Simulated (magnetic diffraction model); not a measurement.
# BaFeI4: what an assumed order does to the neutron pattern

Space group Cmc2_1 (no. 36), a = 5.7600 Å, b = 19.7610 Å, c = 8.0930 Å.

| site | atom | x | y | z |
| --- | --- | --- | --- | --- |
| 4a | Ba | 1/2 | 0.6463 | 0.9608 |
| 4a | I | 1/2 | 0.5784 | 0.5161 |
| 4a | I | 0 | 0.5268 | 0.8275 |
| 4a | I | 0 | 0.6677 | 0.2344 |
| 4a | I | 0 | 0.6969 | 0.7060 |
| 4a | Fe | 0 | 0.5873 | 0.4972 |

The compound is invented for this exercise: a known structure type with other elements, its cell scaled to their sizes and not relaxed.

Only Fe is taken to order (form factors of Fe2+); orders and moment sizes are assumed, and not adapted to the symmetry. Radiation: neutrons of λ = 1.909 Å, 8° to 30°; isotropic B of 0.35 Å² (Ba), 0.41 Å² (I) and 0.68 Å² (Fe). The intensities are simulated: I ∝ L Σ (|F_N|² + |F_M⊥|²) for unpolarised neutrons, with F_M = 2.695 fm/μB × Σ f(s) S exp(2πi Q·r) exp(−B s²) at Q = H ± k (one set where k and −k are equivalent), only the part normal to Q counting and L = 1/(sin²θ cos θ). For collinear order S is the moment m, which repeats by lattice and centring translations R with the sign exp(−2πi k·R). Form factors are spin-only for 3d ions and dipole or tabulated for f ions, scattering lengths are Sears's of 1992, and absorption is left out. A label names one of the reflections at its angle. The strongest nuclear line in the range is 100, and lines under 0.2 are left out.

Assume the order k = (0 1 0), collinear moments along [100], 2.34 μB on Fe; signs + at (0, 0.5873, 0.4972), − at (1/2, 0.9127, 0.9972).

Predict the pattern, nuclear and magnetic parts apart.

```
2θ (°)    index  nuclear  magnetic
 11.09  (0 2 0)     26.4       0.0
 14.64  (0 1 1)      0.0      18.5
 17.54  (0 2 1)     80.8       0.0
 19.88  (1 1 0)    100.0       0.0
 21.54  (0 3 1)      0.0      28.5
 22.12  (1 2 0)      0.0       1.4
 22.28  (0 4 0)     33.9       0.0
 24.13  (1 1 1)     65.9       0.0
 25.43  (1 3 0)      1.6       0.0
 26.03  (1 2 1)      0.0      13.2
 26.17  (0 4 1)     97.3       0.0
 27.29  (0 0 2)     12.8       0.0
 27.86  (0 1 2)      0.0      11.2
 27.95  (0 5 0)      0.0       6.5
 28.92  (1 3 1)     18.4       0.0
 29.49  (1 4 0)      0.0       2.6
 29.54  (0 2 2)     57.3       0.0
```

The strongest magnetic line in the range is (0 3 1) at 21.54° (28.5). Below the range, at 5.54°, lies the magnetic line (0 1 0) with 186. On top of the Lorentz factor, which all lines share, magnetic lines fade with angle because f falls: for Fe2+ it is 0.90, 0.68, 0.45 and 0.15 at sin θ/λ = 0.1, 0.2, 0.3 and 0.5 Å⁻¹, while nuclear lengths stay constant. The order has no net moment.

[Logs are printed without paths, hosts, clocks, repeated set-up lines and the standing remarks that a program may print on its own settings, such as how far it seeks lower states.]
